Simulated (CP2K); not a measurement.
Two runs for the O K edge of formaldoxime. Run A: CP2K XAS_TDP, all-electron GAPW, PBEh(45%), aug-cc-pVTZ, TDA, no relativity. Run B differs in one setting.

First lines with a strength over 0.0015. A:

| atom | energy (eV) | states | strength, one atom |
| --- | --- | --- | --- |
| O3 (bonded to N and H) | 530.63 | 1 | 0.0092 |
|  | 530.68 | 1 | 0.0373 |
|  | 531.03 | 1 | 0.0359 |
|  | 532.82 | 1 | 0.0043 |
|  | 533.81 | 1 | 0.0056 |

B:

| atom | energy (eV) | states | strength, one atom |
| --- | --- | --- | --- |
| O3 (bonded to N and H) | 533.04 | 1 | 0.0434 |
|  | 533.33 | 1 | 0.0370 |
|  | 533.44 | 1 | 0.0084 |
|  | 535.39 | 1 | 0.0051 |
|  | 536.34 | 1 | 0.0070 |

Which was it: GW2X switched on, scalar relativity switched on, the functional, the basis?

The functional (functional from PBEh(45%) to BHandHLYP; the lines alone don't name the new value). A functional moves all lines by electronvolts and changes their spacings and strengths. For O3 the rule picks another line of the list in the two runs, so no shift is given.

[Hosts, paths, dates, database ids (printed as entryN), source tags and the programs' standing remarks are cut or masked in the printed files.]
